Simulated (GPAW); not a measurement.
# A 8-layer slab of K(100): work function by functional and basis, part 2 of 2

Aim: the work function of both faces of a 8-layer slab of K(100), and its spread over functionals and bases.

GPAW 26.7.0; GPAW, PAW setups; slab in vacuum, relaxation (the session's first sound run).

So far, upper work function (eV): step 2 (relaxation, PBE, GPAW) 2.24; step 3 (the slab's potential, PBE, GPAW) 2.24; step 4 (self-consistent run: xc = "LDA") 2.36; step 5 (self-consistent run: xc = "vdW-DF2", GPAW, PAW setups, GPAW) 2.56; step 6 (self-consistent run: xc = "revPBE") 2.16.

## 7. Self-consistent run: xc = "RPBE"

The same geometry under RPBE, to see how far the functional moves the levels against the vacuum.

The input, run.py:

```python
import json
import numpy as np
from ase import Atoms
from gpaw import GPAW, PW

slab = Atoms(
    ['K', 'K', 'K', 'K', 'K', 'K', 'K', 'K'],
    positions=[
        [2.61500, 2.61500, 7.00000],
        [0.00000, 0.00000, 9.61500],
        [2.61500, 2.61500, 12.23000],
        [0.00000, 0.00000, 14.84500],
        [2.61500, 2.61500, 17.46000],
        [0.00000, 0.00000, 20.07500],
        [2.61500, 2.61500, 22.69000],
        [0.00000, 0.00000, 25.30500]],
    cell=[[5.23, 0.0, 0.0], [0.0, 5.23, 0.0], [0.0, 0.0, 32.305]],
    pbc=[True, True, False])

slab.calc = GPAW(mode=PW(400), xc='RPBE', kpts={'size': (6, 6, 1), 'gamma': True},
                 occupations={'name': 'fermi-dirac', 'width': 0.1}, nbands='160%',
                 convergence={'density': 1e-05}, maxiter=200,
                 poissonsolver={'dipolelayer': 'xy'},
                 symmetry={'tolerance': 1e-3}, txt='slab.txt')
result = {}
energy = slab.get_potential_energy()
fermi = slab.calc.get_fermi_level()
v = slab.calc.get_electrostatic_potential().mean((0, 1)) - fermi
n = slab.calc.get_pseudo_density().mean((0, 1))
L = slab.cell[2, 2]
z = np.arange(len(v)) * L / len(v)
low, high = slab.positions[:, 2].min(), slab.positions[:, 2].max()
below, above = np.interp([low - 4.8, high + 4.8], z, v)
slopes = [np.interp(x, z, np.gradient(v, z)) for x in (low - 4.8, high + 4.8)]
eps = np.array([[slab.calc.get_eigenvalues(k, s) for k in range(len(slab.calc.get_ibz_k_points()))]
                for s in range(slab.calc.get_number_of_spins())]) - fermi
top, bottom = eps[eps < 0].max(), eps[eps > 0].min()
dipole = slab.get_dipole_moment()[2]
print(f'energy {energy:.4f} eV, Fermi level {fermi:.4f} eV, dipole {dipole:.5f} e A')
print(f'potential 4.8 A off the faces, from the Fermi level: lower {below:.4f} eV, upper {above:.4f} eV')
print(f'slope of the potential there: lower {slopes[0]:.5f}, upper {slopes[1]:.5f} eV/A')
print(f'nearest levels on the mesh: {top:.4f} and {bottom:.4f} eV')
print('magnetic moment', round(slab.get_magnetic_moment(), 3))
result.update(energy=energy, fermi=fermi, dipole=dipole, below=below, above=above, slopes=slopes, edges=[top, bottom],
              z=z.tolist(), v=v.tolist(), n=n.tolist(), positions=slab.positions.tolist(),
              forces=slab.get_forces(apply_constraint=False).tolist(), moments=slab.get_magnetic_moments().tolist())
json.dump(result, open('result.json', 'w'))
```

Command:

```sh
OMP_NUM_THREADS=1 OPENBLAS_NUM_THREADS=1 python run.py
```

Output:

```text
energy -8.1615 eV, Fermi level 0.0732 eV, dipole 0.00003 e A
potential 4.8 A off the faces, from the Fermi level: lower 2.1709 eV, upper 2.1709 eV
slope of the potential there: lower -0.00912, upper 0.00912 eV/A
nearest levels on the mesh: -0.0514 and 0.0231 eV
magnetic moment 0.0
```

Elapsed: 2.9 min, on 1 thread of Intel Xeon 6975P-C (Granite Rapids), shared host; peak memory 0.5 GiB.

Numbers from this step:

```yaml
dipole_along_the_normal: 2.77e-5 e·Å
levels_nearest_the_fermi_level_on_the_mesh: -0.05141, 0.02306 eV from the Fermi level
upper_work_function: 2.171 eV
lower_work_function: 2.171 eV
```

The electrostatic potential energy of an electron (without an applied field's), less the Fermi level, planar mean oscillates, so the rows of the table below give means over windows of 2.58 Å about each position, cut where the curve ends. Its maxima inside the range that stand out by 2 % of the span (Å: eV): 8.3: 0.786, 10.9: 0.769, 13.6: 0.778, 16.2: 0.791, 18.7: 0.778, 21.4: 0.769, 24.0: 0.786. Its minima: 7.0: -4.92, 9.6: -4.74, 12.3: -4.73, 14.9: -4.78, 17.4: -4.78, 20.0: -4.73, 22.7: -4.74, 25.3: -4.92.

Table of electrostatic potential energy of an electron (without an applied field's), less the Fermi level, planar mean by z; means over each step:

```
z (Å)  electrostatic potential energy of an electron (without an applied field's), less the Fermi level, planar mean (eV)
 1.29                                                                                                                2.17
 3.87                                                                                                                2.06
 6.45                                                                                                               -1.06
 9.03                                                                                                               -1.24
11.61                                                                                                               -1.25
14.19                                                                                                               -1.24
16.77                                                                                                               -1.24
19.35                                                                                                               -1.24
21.93                                                                                                               -1.23
24.51                                                                                                               -1.28
27.09                                                                                                                1.33
29.67                                                                                                                2.16
```

The upper face's work function is 2.171 eV, against 2.237 eV in the first plane-wave PBE run at this geometry.

## 8. OptPBE vdW: xc = "optPBE-vdW"

The same geometry under optPBE-vdW, to see how far the functional moves the levels against the vacuum (the van der Waals functionals take revPBE setups).

Edit run.py of step 7 so:

```diff
@@ -19,3 +19,3 @@
 
-slab.calc = GPAW(mode=PW(400), xc='RPBE', kpts={'size': (6, 6, 1), 'gamma': True},
+slab.calc = GPAW(mode=PW(400), xc='optPBE-vdW', kpts={'size': (6, 6, 1), 'gamma': True},
                  occupations={'name': 'fermi-dirac', 'width': 0.1}, nbands='160%',
```

Output:

```text
energy -59.3644 eV, Fermi level -0.1130 eV, dipole -0.00005 e A
potential 4.8 A off the faces, from the Fermi level: lower 2.4172 eV, upper 2.4176 eV
slope of the potential there: lower -0.01807, upper 0.01808 eV/A
nearest levels on the mesh: -0.0529 and 0.0238 eV
magnetic moment 0.0
```

The job ended after 3.4 min (1 thread; peak memory 0.96 GiB).

Numbers from this step:

- dipole along the normal: -5.00e-5 e·Å
- levels nearest the Fermi level on the mesh: -0.05292, 0.02379 eV from the Fermi level
- upper work function: 2.418 eV
- lower work function: 2.417 eV

The upper face's work function is 2.418 eV, against 2.237 eV in the first plane-wave PBE run at this geometry.

## 9. Real-space grid: mode = "fd"

A real-space grid is a second complete basis, so it checks the plane-wave result.

Edit run.py of step 8 so:

```diff
@@ -3,3 +3,3 @@
 from ase import Atoms
-from gpaw import GPAW, PW
+from gpaw import GPAW
 
@@ -19,3 +19,3 @@
 
-slab.calc = GPAW(mode=PW(400), xc='optPBE-vdW', kpts={'size': (6, 6, 1), 'gamma': True},
+slab.calc = GPAW(mode='fd', h=0.18, xc='PBE', kpts={'size': (6, 6, 1), 'gamma': True},
                  occupations={'name': 'fermi-dirac', 'width': 0.1}, nbands='160%',
```

Output:

```text
energy -9.4110 eV, Fermi level -2.2282 eV, dipole 0.00000 e A
potential 4.8 A off the faces, from the Fermi level: lower 2.2256 eV, upper 2.2256 eV
slope of the potential there: lower -0.00584, upper 0.00584 eV/A
nearest levels on the mesh: -0.0526 and 0.0216 eV
magnetic moment 0.0
```

The job ended after 17 min (1 thread; peak memory 2.4 GiB).

Numbers from this step:

```
dipole along the normal                    : 3.28e-6 e·Å
levels nearest the Fermi level on the mesh : -0.05261, 0.02163 eV from the Fermi level
upper work function                        : 2.226 eV
lower work function                        : 2.226 eV
```

The electrostatic potential energy of an electron (without an applied field's), less the Fermi level, planar mean oscillates, so the rows of the table below give means over windows of 2.6 Å about each position, cut where the curve ends. Its maxima inside the range that stand out by 2 % of the span (Å: eV): 8.3: 0.914, 10.9: 0.908, 13.6: 0.916, 16.2: 0.928, 18.8: 0.916, 21.4: 0.908, 24.0: 0.926. Its minima: 7.0: -4.81, 9.6: -4.63, 12.2: -4.64, 14.9: -4.60, 17.5: -4.63, 20.0: -4.56, 22.7: -4.63, 25.3: -4.81.

Table of electrostatic potential energy of an electron (without an applied field's), less the Fermi level, planar mean by z; means over each step:

z (Å), electrostatic potential energy of an electron (without an applied field's), less the Fermi level, planar mean (eV) and a bar from the least value:
```
     1.30       2.23 ##############################
     3.90       2.12 #############################
     6.50      -0.98 ##
     9.10      -1.11 #
    11.70      -1.11 #
    14.30      -1.11 #
    16.90      -1.11 #
    19.50      -1.11 #
    22.10      -1.10 #
    24.70      -1.17 
    27.30       1.64 #########################
    29.90       2.22 ##############################
```

The upper face's work function is 2.226 eV, against 2.237 eV in the first plane-wave PBE run at this geometry.

## 10. Atomic orbitals: mode = "lcao"

Atom-centred orbitals end a few angstrom from the surface, which tests how much the density's tail matters.

Edit run.py of step 9 so:

```diff
@@ -19,4 +19,4 @@
 
-slab.calc = GPAW(mode='fd', h=0.18, xc='PBE', kpts={'size': (6, 6, 1), 'gamma': True},
-                 occupations={'name': 'fermi-dirac', 'width': 0.1}, nbands='160%',
+slab.calc = GPAW(mode='lcao', basis='dzp', h=0.18, xc='PBE', kpts={'size': (6, 6, 1), 'gamma': True},
+                 occupations={'name': 'fermi-dirac', 'width': 0.1}, nbands='120%',
                  convergence={'density': 1e-05}, maxiter=200,
```

Output:

```text
energy -6.9004 eV, Fermi level -2.2228 eV, dipole 0.00000 e A
potential 4.8 A off the faces, from the Fermi level: lower 2.2218 eV, upper 2.2218 eV
slope of the potential there: lower -0.00305, upper 0.00305 eV/A
nearest levels on the mesh: -0.0567 and 0.0210 eV
magnetic moment 0.0
```

Run time: 12 min. Hardware: 1 thread; peak memory 0.83 GiB.

Numbers from this step:

```
dipole along the normal                    : 7.64e-7 e·Å
levels nearest the Fermi level on the mesh : -0.05670, 0.02097 eV from the Fermi level
upper work function                        : 2.222 eV
lower work function                        : 2.222 eV
```

The upper face's work function is 2.222 eV, against 2.237 eV in the first plane-wave PBE run at this geometry.

## 11. The ladder

Times are for 1 thread of Intel Xeon 6975P-C (Granite Rapids), shared host. The series side by side:

```
no.         run  upper work function (eV)     time  memory (GiB)
  1          pw                     2.237  2.6 min           0.5
  2         LDA                     2.359  2.9 min           0.5
  3     vdW DF2                     2.560  6.3 min          0.96
  4      revPBE                     2.156  2.6 min          0.51
  5        RPBE                     2.171  2.9 min           0.5
  6  optPBE vdW                     2.418  3.4 min          0.96
  7          fd                     2.226   17 min           2.4
  8        lcao                     2.222   12 min          0.83
```

## 12. Side by side

Results and costs are gathered.

This step: comparison of work functions, dipole and cost (GPAW 26.7.0).

Ladder, by row:

```
      step  code  work function, upper (eV)  work function, lower (eV)  dipole (e Å)  wall time (s)  peak memory (GiB)  threads
        pw  GPAW                      2.237                      2.237       1.75e-5          156.2                0.5        1
       LDA  GPAW                      2.359                      2.359       1.69e-6            177                0.5        1
   vdW-DF2  GPAW                       2.56                       2.56       6.97e-5          375.7               0.96        1
    revPBE  GPAW                      2.156                      2.156      -2.19e-5          154.7               0.51        1
      RPBE  GPAW                      2.171                      2.171       2.77e-5          171.2                0.5        1
optPBE-vdW  GPAW                      2.418                      2.417      -5.00e-5          206.4               0.96        1
        fd  GPAW                      2.226                      2.226       3.28e-6           1034               2.35        1
      lcao  GPAW                      2.222                      2.222       7.64e-7          693.6               0.83        1
```

## 13. Results

```json
{
 "work function, both faces": "2.24 eV",
 "dipole along the normal": "1.7e-5 e Å, near the numerical noise"
}
```

With plane waves and PBE the work function is 2.24 eV on the upper face and 2.24 eV on the lower. The measured value for polycrystalline K, which weights the faces of low work function, is 2.29 eV (as compiled in "Anisotropic work function of elemental crystals", 2019, arxiv:1902.07811); the relaxed upper face lies 0.053 eV under it with PBE, and PBE comes nearest (2.24 eV). Measured work functions scatter by a tenth of an eV or more between methods. Over the sound runs of the table the upper face's work function spans 2.156 (revPBE) to 2.560 eV (vdW-DF2). The in-plane lattice was kept as typed, which isn't the functional's own and leaves some strain; spin-orbit coupling and temperature are left out.

[Logs are printed without paths, hosts, clocks, repeated set-up lines and the standing remarks that a program may print on its own settings, such as how far it seeks lower states.]

[Hosts, paths, dates, database ids (printed as entryN), source tags and the programs' standing remarks are cut or masked in the printed files.]
